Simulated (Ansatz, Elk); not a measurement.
# Bonding as seen by X-rays: SnH

The structure of SnH used here is made up (a known structure type with other elements) and was relaxed beforehand with PBE. The aim is the Fourier transform of its all-electron density, F(hkl), set beside the sum over free spherical atoms that refinements use.

Main program and level: Elk 11.2.3 (patched build); DFT, PBE, all-electron APW+lo, Dirac cores, scalar-relativistic bands, static density, no spin.

The structure was built from a prototype and need not be the compound's stable phase.

## 1. Set-up

It takes space group P4_2/mmc (No. 131, tetragonal). The conventional cell has a = 3.405 Å, b = 3.405 Å, c = 5.979 Å, α = 90.00°, β = 90.00°, γ = 90.00°. Nearest to Sn lie 4 H at 2.27 Å. H has 4 Sn at 2.27 Å nearest. Farther neighbours are not listed.

## 2. Ground state and structure factors

An all-electron density is needed, since X-rays see the cores too. Task 0 finds the density and task 195 Fourier-transforms it; tshift is off so that phases refer to the origin typed.

Input file elk.in:

```
tasks
  0
  195

xctype
  20

spinpol
  .false.

rgkmax
  7.0

gmaxvr
  14.0

lmaxo
  7

lmaxapw
  8

swidth
  0.002

tshift
  .false.

ramdisk
  .false.

hmaxvr
  5.5

maxscl
  120

epspot
  1e-06

sppath
  './'

avec
  6.43493123099 0.00000000000 -0.00000000000
  0.00000000000 6.43493123099 0.00000000000
  -0.00000000000 0.00000000000 11.29795912314

atoms
  2
  'Sn.in'
  2
  0.5000000000 0.0000000000 0.5000000000   0.000000 0.000000 0.000000
  -0.0000000000 0.5000000000 -0.0000000000   0.000000 0.000000 0.000000
  'H.in'
  2
  -0.0000000000 0.0000000000 0.2500000000   0.000000 0.000000 0.000000
  0.0000000000 0.0000000000 0.7500000000   0.000000 0.000000 0.000000

ngridk
  7 7 4
```

The run is started by

```
$ OMP_NUM_THREADS=4 elk
```

Numbers of over 12 decimals in the logs are rounded to 6 here.

Output:

```text
┌─────────────────────────┐
│ Elk code version 11.2.3 │
└─────────────────────────┘

All units are atomic (Hartree, Bohr, etc.)

┌─────────────────────────────────────────────────┐
│ Ground-state run starting from atomic densities │
└─────────────────────────────────────────────────┘

Lattice vectors :
   6.434931231       0.000000000      -0.000000000
   0.000000000       6.434931231       0.000000000
  -0.000000000       0.000000000       11.29795912

Reciprocal lattice vectors :
  0.9764184078      -0.000000000       0.000000000
  -0.000000000      0.9764184078      -0.000000000
   0.000000000      -0.000000000      0.5561345406

Unit cell volume      :    467.8297321
Brillouin zone volume :   0.5302147265

Muffin-tin inner radius fraction :   0.1000000000E-01

Nuclei treated as point charges

Species : 1 (Sn)
 parameters loaded from : Sn.in
 name : tin
 nuclear charge    :   -50.00000000
 electronic charge :    50.00000000
 atomic mass :    216395.0922
 muffin-tin radius :    2.600000000
 number of radial points in muffin-tin :   1193
 inner part over the whole radius :   0.9914297220E-02
 number on inner part of muffin-tin    :    850
 approximate nuclear radius :   0.8828114845E-04
 number of mesh points to nuclear radius :    428
 atomic positions (lattice), magnetic fields (Cartesian) :
  1 :   0.50000000  0.00000000  0.50000000    0.00000000  0.00000000  0.00000000
  2 :   0.00000000  0.50000000  0.00000000    0.00000000  0.00000000  0.00000000

Species : 2 (H)
 parameters loaded from : H.in
 name : hydrogen
 nuclear charge    :   -1.000000000
 electronic charge :    1.000000000
 atomic mass :    1837.362221
 muffin-tin radius :    1.400000000
 number of radial points in muffin-tin :    393
 inner part over the whole radius :   0.9705542320E-02
 number on inner part of muffin-tin    :    258
 approximate nuclear radius :   0.2766748019E-04
 number of mesh points to nuclear radius :     78
 atomic positions (lattice), magnetic fields (Cartesian) :
  1 :   0.00000000  0.00000000  0.25000000    0.00000000  0.00000000  0.00000000
  2 :   0.00000000  0.00000000 -0.25000000    0.00000000  0.00000000  0.00000000

Total number of atoms per unit cell :    4
Total muffin-tin volume :    170.2324339
 ratio of muffin-tin to unit cell volume :   0.3638769027

Spin treatment :
 spin-unpolarised

Number of Bravais lattice symmetries :   16
Number of crystal symmetries         :   16
Crystal has inversion symmetry
Real symmetric eigensolver will be used

k-point grid :      7     7     4
k-point offset :    0.000000000       0.000000000       0.000000000
k-point set is reduced with full crystal symmetry group
Total number of k-points :       30

Muffin-tin radius times maximum |G+k| :    7.000000000
 using average radius
Maximum |G+k| for APW functions       :    3.500000000
Maximum (1/2)|G+k|²                   :    6.125000000
Maximum |G| for potential and density :    14.00000000
Constant for pseudocharge density :    9
 order of it for each species :   16  16
 order of it for pair densities of each species (exact exchange by exxq0 0: 17) :   16   4
Radial integration step length :    1

G-vector grid sizes :     30    30    54
Number of G-vectors :    21675

Maximum angular momentum used for
 APW functions            :    8
 outer part of muffin-tin :    7
 inner part of muffin-tin :    2

Total nuclear charge    :   -102.0000000
Total core charge       :    60.00000000
Total valence charge    :    42.00000000
Total excess charge     :    0.000000000
Total electronic charge :    102.0000000

Effective Wigner radius, rₛ :    1.030701748

Number of empty states         :     16
Total number of valence states :     38
Total number of core states    :     60

Third-order local-orbitals added for an l without core states : T
Total number of local-orbitals :     50

Exchange-correlation functional :     20     0     0
 Perdew-Burke-Ernzerhof, Phys. Rev. Lett. 77, 3865 (1996)
 gradient requirement :    1
[...]
(states/Hartree/unit cell)

Estimated indirect band gap :   0.1686451456E-01
 from k-point 7 to k-point 18
Estimated direct band gap   :   0.1703954234E-01
 at k-point 18

Charges :
 core                        :    60.00000000
 valence                     :    42.00000000
 interstitial                :    4.541389470
 muffin-tins (core leakage)
  species : 1 (Sn)
   atom 1                    :    47.90055584     (  0.6705809307E-04)
   atom 2                    :    47.90055584     (  0.6705809307E-04)
  species : 2 (H)
   atom 1                    :   0.8287494226     (   0.000000000    )
   atom 2                    :   0.8287494226     (   0.000000000    )
 total in muffin-tins        :    97.45861053
 total calculated charge     :    101.9992842
 total charge                :    102.0000000
 error                       :   0.7157722452E-03

RMS change in Kohn-Sham potential (target) :    60.39152018     (  0.1000000000E-05)
Absolute change in total energy (target)   :   0.9087844014     (  0.1000000000E-03)

[... loops 3 to 18 left out ...]

┌──────────────────┐
│ Loop number : 19 │
└──────────────────┘

Energies :
 Fermi                       :     0.202965
 sum of occupied eigenvalues :     -7466.7006299394
 electron kinetic            :      13011.071644964
 core electron kinetic       :      12536.371322954
 Coulomb                     :     -25039.007494630
 Coulomb potential           :     -20045.372398296
 nuclear-nuclear             :     -1178.7849160563
 electron-nuclear            :     -27695.535216901
 Hartree                     :      3835.3126383268
 Madelung                    :     -15016.321295482
 xc potential                :     -432.39987660722
 exchange                    :     -325.88941757432
 correlation                 :     -5.451082
 electron entropic           :    -0.28086460258694E-03
 total energy                :     -12359.276630583

Density of states at Fermi energy :    21.31547280
 (states/Hartree/unit cell)

Estimated indirect band gap :   0.2654278217E-02
 from k-point 24 to k-point 11
Estimated direct band gap   :   0.9289819866E-02
 at k-point 18

Charges :
 core                        :    60.00000000
 valence                     :    42.00000000
 interstitial                :    4.527666161
 muffin-tins (core leakage)
  species : 1 (Sn)
   atom 1                    :    48.00893386     (  0.6544964770E-04)
   atom 2                    :    48.00893386     (  0.6544964770E-04)
  species : 2 (H)
   atom 1                    :   0.7272330598     (   0.000000000    )
   atom 2                    :   0.7272330598     (   0.000000000    )
 total in muffin-tins        :    97.47233384
 total calculated charge     :    101.9993831
 total charge                :    102.0000000
 error                       :   0.6169004630E-03

RMS change in Kohn-Sham potential (target) :   0.4869538303E-06 (  0.1000000000E-05)
Absolute change in total energy (target)   :   0.1187376256E-05 (  0.1000000000E-03)

Convergence targets achieved

┌──────────────────┐
│ Loop number : 20 │
└──────────────────┘

Energies :
 Fermi                       :     0.202965
 sum of occupied eigenvalues :     -7466.7006298838
 electron kinetic            :      13011.071645008
 core electron kinetic       :      12536.371322964
 Coulomb                     :     -25039.007494629
 Coulomb potential           :     -20045.372398288
 nuclear-nuclear             :     -1178.7849160563
 electron-nuclear            :     -27695.535216905
 Hartree                     :      3835.3126383314
 Madelung                    :     -15016.321295485
 xc potential                :     -432.39987660330
 exchange                    :     -325.88941757436
 correlation                 :     -5.451082
 electron entropic           :    -0.28086460262609E-03
 total energy                :     -12359.276630539

Density of states at Fermi energy :    21.31547278
 (states/Hartree/unit cell)

Estimated indirect band gap :   0.2654278231E-02
 from k-point 24 to k-point 11
Estimated direct band gap   :   0.9289819903E-02
 at k-point 18

Charges :
 core                        :    60.00000000
 valence                     :    42.00000000
 interstitial                :    4.527666161
 muffin-tins (core leakage)
  species : 1 (Sn)
   atom 1                    :    48.00893386     (  0.6544964736E-04)
   atom 2                    :    48.00893386     (  0.6544964736E-04)
  species : 2 (H)
   atom 1                    :   0.7272330598     (   0.000000000    )
   atom 2                    :   0.7272330598     (   0.000000000    )
 total in muffin-tins        :    97.47233384
 total calculated charge     :    101.9993831
 total charge                :    102.0000000
 error                       :   0.6169004627E-03

┌──────────────────────────────┐
│ Self-consistent loop stopped │
└──────────────────────────────┘

Wrote STATE.OUT
```

Wall time 15 s (4 threads of Intel Xeon 6975P-C (Granite Rapids), shared host); peak memory 0.17 GiB; 42 s of CPU time.

SFACRHO.OUT:

```text

h k l indices transformed by vhmat matrix:
   1.000000000       0.000000000       0.000000000    
   0.000000000       1.000000000       0.000000000    
   0.000000000       0.000000000       1.000000000    

      h      k      l  multipl.   |H|            Re(F)            Im(F)           |F|

      0      0      0      1   0.0000000       102.00000      0.92958121E-16   102.00000    
      0      0     -1      2  0.55613454     -0.14774104E-15  0.15039133E-13  0.15039858E-13
      1      0      0      2  0.97641841       1.4135029      0.50147860E-14   1.4135029    
      0     -1      0      2  0.97641841       1.4135029     -0.51406089E-14   1.4135029    
      0      0     -2      2   1.1122691       83.184375     -0.27233573E-13   83.184375    
      0      1      1      4   1.1236897      -84.274846     -0.83945243E-14   84.274846    
      1      0     -1      4   1.1236897       84.274846     -0.19553409E-13   84.274846    
      1     -1      0      4   1.3808642      -78.443103     -0.10710234E-15   78.443103    
      0     -1      2      4   1.4800457      -1.0680542      0.20382247E-13   1.0680542    
      1      0      2      4   1.4800457      -1.0680542     -0.54948107E-13   1.0680542    
      1      1     -1      8   1.4886475     -0.12542604E-15 -0.13720355E-13  0.13720929E-13
      0      0      3      2   1.6684036      0.24123357E-15 -0.52598923E-13  0.52599476E-13
      1     -1     -2      8   1.7731126      -73.798224      0.23550360E-13   73.798224    
      0      1     -3      4   1.9331227      -70.535794      0.54006464E-13   70.535794    
     -1      0     -3      4   1.9331227       70.535794     -0.45649981E-13   70.535794    
      2      0      0      2   1.9528368       70.843662     -0.87082822E-14   70.843662    
      0     -2      0      2   1.9528368       70.843662      0.86087592E-14   70.843662    
     -2      0     -1      4   2.0304820      0.14617034E-01 -0.12629828E-13  0.14617034E-01
```

Elk indexes on the primitive cell of elk.in and gives |H| = 4π sin θ/λ in inverse bohr. Below, one row stands for each form hkl of the conventional cell (m members, Friedel mates merged), F is for one primitive cell and the density is static (no thermal factor). Free-atom factors are Waasmaier and Kirfel's, and R is Σm||F|−|F'||/Σm|F|.

| hkl | m | sin θ/λ (Å⁻¹) | abs F, DFT | neutral atoms | diff. |
| --- | --- | --- | --- | --- | --- |
| 001 | 2 | 0.084 | 0.000 | 0.000 | +0.000 |
| 100 | 4 | 0.147 | 1.413 | 1.304 | +0.109 |
| 002 | 2 | 0.167 | 83.184 | 83.345 | -0.161 |
| 101 | 8 | 0.169 | 84.275 | 84.304 | -0.029 |
| 110 | 4 | 0.208 | 78.443 | 78.798 | -0.355 |
| 102 | 8 | 0.223 | 1.068 | 0.835 | +0.233 |
| 111 | 8 | 0.224 | 0.000 | 0.000 | +0.000 |
| 003 | 2 | 0.251 | 0.000 | 0.000 | +0.000 |
| 112 | 8 | 0.267 | 73.798 | 73.730 | +0.068 |
| 103 | 8 | 0.291 | 70.536 | 70.548 | -0.012 |
| 200 | 4 | 0.294 | 70.844 | 70.763 | +0.081 |
| 201 | 8 | 0.305 | 0.015 | 0.000 | +0.015 |
| 113 | 8 | 0.326 | 0.000 | 0.000 | +0.000 |
| 210 | 8 | 0.328 | 0.450 | 0.416 | +0.033 |
| 004 | 2 | 0.335 | 66.495 | 66.511 | -0.016 |
| 202 | 8 | 0.338 | 65.352 | 65.386 | -0.034 |
| 211 | 16 | 0.339 | 65.650 | 65.693 | -0.043 |
| 104 | 8 | 0.365 | 0.321 | 0.326 | -0.005 |
| 212 | 16 | 0.368 | 0.344 | 0.319 | +0.024 |
| 203 | 8 | 0.386 | 0.034 | 0.000 | +0.034 |
| 114 | 8 | 0.394 | 60.279 | 60.313 | -0.034 |
| 213 | 16 | 0.413 | 58.899 | 58.890 | +0.008 |

## 3. The highest occupied states alone

An energy window below the Fermi level keeps the highest occupied states, to see at which angles they scatter; shallow core shells can lie inside it and anion s states outside. No new self-consistency is needed.

Edit elk.in of step 2 so:

```diff
@@ -1,3 +1,2 @@
 tasks
-  0
   195
@@ -40,2 +39,5 @@
 
+wsfac
+  -0.164530 0.502960
+
 sppath
```

The run is started by

```
$ OMP_NUM_THREADS=4 elk
```

Output:

```text
┌─────────────────────────────────┐
│ Elk code version 11.2.3 started │
└─────────────────────────────────┘

Info(readinput): the functional depends on the density's gradient
 muffin-tin radial points multiplied by    2.00000
 (not where nrmtscf is given)

┌────────────────────┐
│ Current task : 195 │
└────────────────────┘

Info(sfacrho): density structure factors written to SFACRHO.OUT

 Energy window :  -0.1645300000      0.5029600000

┌──────────────────┐
│ Elk code stopped │
└──────────────────┘
```

The job ended after 3.9 s (4 threads; peak memory 0.16 GiB; 4.8 s of CPU time).

States within 10 eV below the Fermi level hold 9.46 electrons; any levels below the window count with the cores, and a count that is not whole means the window cuts a band. Their amplitudes can exceed the total, where window and core parts have opposite phase:

| hkl | sin θ/λ (Å⁻¹) | abs F, window | abs F, all |
| --- | --- | --- | --- |
| 001 | 0.084 | 0.000 | 0.000 |
| 100 | 0.147 | 1.313 | 1.413 |
| 002 | 0.167 | 0.128 | 83.184 |
| 101 | 0.169 | 1.056 | 84.275 |
| 110 | 0.208 | 0.919 | 78.443 |
| 102 | 0.223 | 1.030 | 1.068 |
| 111 | 0.224 | 0.000 | 0.000 |
| 003 | 0.251 | 0.000 | 0.000 |
| 112 | 0.267 | 0.505 | 73.798 |
| 103 | 0.291 | 0.201 | 70.536 |

[end of part 1 of 2]

[Logs are printed without paths, hosts, clocks, repeated set-up lines and the standing remarks that a program may print on its own settings, such as how far it seeks lower states.]

[Hosts, paths, dates, database ids (printed as entryN), source tags and the programs' standing remarks are cut or masked in the printed files.]
